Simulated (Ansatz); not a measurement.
# Nb wire along [100], 24 atoms a period: bands along the axis, part 2 of 2

Wanted: the relaxed geometry and the bands of the Nb wire along [100], 24 atoms a period.

Ansatz 0.2.0; DFT PBE, plane waves, PAW; relaxation of a wire's period; PAW set soft_1 (the session's first sound run).

So far: Set-up; Relaxation of atoms and period.

### Step 2. Relaxation of atoms and period (continued)

Relaxation path:

```
step  energy less that of the first step (eV)  largest force component (eV/Å)  pressure (GPa)  volume (Å³)
   1                                   0.0000                          1.7759           -5.52       926.45
   2                                  -1.7014                          0.8569            2.32       881.29
   3                                  -2.0496                          0.2204           -0.26       895.77
   4                                  -2.1056                          0.2021           -0.21       896.58
   5                                  -2.1274                          0.2070            0.26       899.71
   6                                  -2.1597                          0.1143           -0.03       902.46
   7                                  -2.1620                          0.1199           -0.07       902.23
   8                                  -2.1655                          0.0324           -0.09       905.13
   9                                  -2.1666                          0.0033           -0.07       903.88
 10*                                  -2.1652                          0.0034           -0.07       903.88
```

Relaxation steps marked * repeat the geometry before them on a plane-wave basis chosen anew for their cell, so energy and pressure can jump there.

The run keeps the 16 symmetry operations that it works with, so distortions that break them were not tested.

```
cell as run  before  after  change
      c (Å)   3.310  3.229  -2.4 %
```

The atoms that moved most (Å, along periodic axes as changes of fractional coordinates times the final cell, across vacuum about the mean position):

```
atom      dx      dy     dz  length
 Nb1   0.142  -0.071  0.000   0.159
Nb13  -0.071   0.142  0.000   0.159
Nb21   0.071   0.142  0.000   0.159
 Nb3   0.142   0.071  0.000   0.159
Nb16  -0.071  -0.142  0.000   0.159
Nb10  -0.142  -0.071  0.000   0.159
Nb24   0.071  -0.142  0.000   0.159
Nb12  -0.142   0.071  0.000   0.159
```

This step gave:

| Item | Value |
| --- | --- |
| energy at zero smearing | -109235.1710 eV |
| cell length along the wire | 3.229 Å |

The cell's length comes to 3.229 Å with spin left out.

### Step 3. The perfect wire

This step: DFT PBE, plane waves, PAW; bands of a perfect wire; PAW set soft_1 (Ansatz 0.2.0).

At the relaxed period the bands are computed along the axis; those that cross an energy going forward count the channels that a perfect wire would open there.

Contents of input.yaml:

```yaml
crystal:
  lattice:
    - [16.73, 0.0, 0.0]
    - [0.0, 16.73, 0.0]
    - [0.0, 0.0, 3.229362255]
  atoms:
    - { symbol: Nb, position: [0.211744385, 0.297896061, 0.0] }
    - { symbol: Nb, position: [0.211889866, 0.5, 0.0] }
    - { symbol: Nb, position: [0.211744385, 0.702103939, 0.0] }
    - { symbol: Nb, position: [0.400735412, 0.301538869, 0.0] }
    - { symbol: Nb, position: [0.399493113, 0.5, 0.0] }
    - { symbol: Nb, position: [0.400735412, 0.698461131, 0.0] }
    - { symbol: Nb, position: [0.599264588, 0.301538869, 0.0] }
    - { symbol: Nb, position: [0.600506887, 0.5, 0.0] }
    - { symbol: Nb, position: [0.599264588, 0.698461131, 0.0] }
    - { symbol: Nb, position: [0.788255615, 0.297896061, 0.0] }
    - { symbol: Nb, position: [0.788110134, 0.5, 0.0] }
    - { symbol: Nb, position: [0.788255615, 0.702103939, 0.0] }
    - { symbol: Nb, position: [0.297896061, 0.211744385, 0.5] }
    - { symbol: Nb, position: [0.301538869, 0.400735412, 0.5] }
    - { symbol: Nb, position: [0.301538869, 0.599264588, 0.5] }
    - { symbol: Nb, position: [0.297896061, 0.788255615, 0.5] }
    - { symbol: Nb, position: [0.5, 0.211889866, 0.5] }
    - { symbol: Nb, position: [0.5, 0.399493113, 0.5] }
    - { symbol: Nb, position: [0.5, 0.600506887, 0.5] }
    - { symbol: Nb, position: [0.5, 0.788110134, 0.5] }
    - { symbol: Nb, position: [0.702103939, 0.211744385, 0.5] }
    - { symbol: Nb, position: [0.698461131, 0.400735412, 0.5] }
    - { symbol: Nb, position: [0.698461131, 0.599264588, 0.5] }
    - { symbol: Nb, position: [0.702103939, 0.788255615, 0.5] }
kpoints:
  mp_grid: { grid: [1, 1, 25] }
  band_path: { path: ["Γ", Z], npoints: 90 }
scf:
  occupations: { method: fermi_dirac, width: 0.05 }
hamiltonian:
  xc: pbe
  pseudopotentials: { kind: paw, azcp: { folder: soft_1 } }
output:
  dos: { e_range: [-5, 4] }
  write_potential: true
  write_density: true
  volumetric_format: npy
```

Launch:

```console
ansatz run input.yaml --threads 4 --pin off --max-ram 16384MiB --backend cpu --events-out ev --progress --plain --runs-dir out
```

Numbers of over 12 decimals in the logs are rounded to 6 here.

What it wrote:

```text
[...]
Crystal: 24 atoms, lattice volume = 903.876 Å³
Basis set: ecut = 420 eV, 17707 PW (Γ)
Bands: 188, of which v1, the nominal top of the filled ones, is band 156 counted from 1 (155 counted from 0)
Symmetry: 16 space group operations
[...]
k-points: 13 of 25
[...]
SCF iter   1: F=—  HF=-109266.093556 eV  |F-HF|=—  |Δ(HF+E_count)|=         —  Δρ=6.54e-2  dr2=3.22e2  ethr=3.10e-3  ⟨swp⟩=9.9  Hψ=11817  notcnv=0  defer=10
[...]
SCF iter  12: F=-109235.299677 eV  HF=-109235.299677 eV  |F-HF|=1.18e-8  |Δ(HF+E_count)|=   8.85e-8  Δρ=1.35e-6  dr2=2.79e-8  ethr=3.21e-11  ⟨swp⟩=18.2  Hψ=9528  notcnv=0
SCF 1 converged in 12 iterations: F = -109235.299677 eV  dr2 = 2.79e-8
[...]
NSCF: frozen V_eff on 91 k-points
WARN: The output density's exchange-correlation potential varies sharply where the density is thin. Do not read a vacuum level from v_tot or v_xc, or from such a field of the output density. On a cell that repeats whose density bears no net charge and no dipole along the vacuum's axis use v_es (v_loc + v_h of the components); under efield.dipole_correction with no amplitude use v_es + v_field, which holds any externa [...]
SCF converged after 12 iterations
Free energy (F): -109235.299677 eV
[...]
Internal energy: -109235.043377 eV  (E = F + TS)
E sigma→0 (E₀):  -109235.171527 eV
Entropy (-TS):   -0.256300 eV (-10.679 meV/atom)
Fermi energy:    7.007317 eV
[...]
--- Band table (eV; the first three rows and the last of 13) ---
  k-point 0: bands = [... 152 lower, 7.0441, 7.0820, 7.1770, 7.1770, 7.1784, 7.1967, 7.2148, 7.2658, ... 28 higher]
  k-point 1: bands = [... 152 lower, 7.0282, 7.0480, 7.1108, 7.1165, 7.1165, 7.1653, 7.2182, 7.2803, ... 28 higher]
  k-point 2: bands = [... 152 lower, 7.0030, 7.0030, 7.0817, 7.0817, 7.1286, 7.1802, 7.1859, 7.2143, ... 28 higher]
  k-point 12: bands = [... 152 lower, 6.8593, 6.8593, 7.1657, 7.2043, 7.3507, 7.4523, 7.5582, 7.6054, ... 28 higher]
```

It took 3.4 min on 4 threads of Intel Xeon Platinum 8375C at 2.90GHz (Ice Lake), shared host; peak memory 8 GiB.

Numbers from this step:

```
energy at zero smearing : -109235.1715 eV
band gap                : 0 eV
```

The electronic bands at the labelled points (eV, zero at the Fermi level; # counts the bands kept):

```
  point    #45    #46    #47    #48    #49    #50    #51    #52
      Γ   0.04   0.07   0.17   0.17   0.17   0.19   0.21   0.26
halfway  -0.47  -0.39  -0.28  -0.28  -0.26  -0.11  -0.11  -0.04
      Z  -0.14  -0.14   0.19   0.19   0.40   0.40   0.62   0.62
```

Between Γ and Z the bands cross the Fermi level 20 times, so a perfect wire would conduct at least 20 G₀, with spin left out.

### Step 4. Outcome

| Property | Result |
| --- | --- |
| cell length, PBE | 3.229 Å |
| ballistic conductance by band crossings, a lower bound, PBE | 20 G₀ |

Under PBE the cell's length is 3.23 Å, and the bands cross the Fermi level 20 times between Γ and Z, which gives a perfect wire at least 20 G₀ (opposite crossings within one step of the path cancel in such a count). No spin was allowed, though thin wires with open d shells can turn magnetic.

[Logs are printed without paths, hosts, clocks, repeated set-up lines and the standing remarks that a program may print on its own settings, such as how far it seeks lower states.]

[Hosts, paths, dates, database ids (printed as entryN), source tags and the programs' standing remarks are cut or masked in the printed files.]
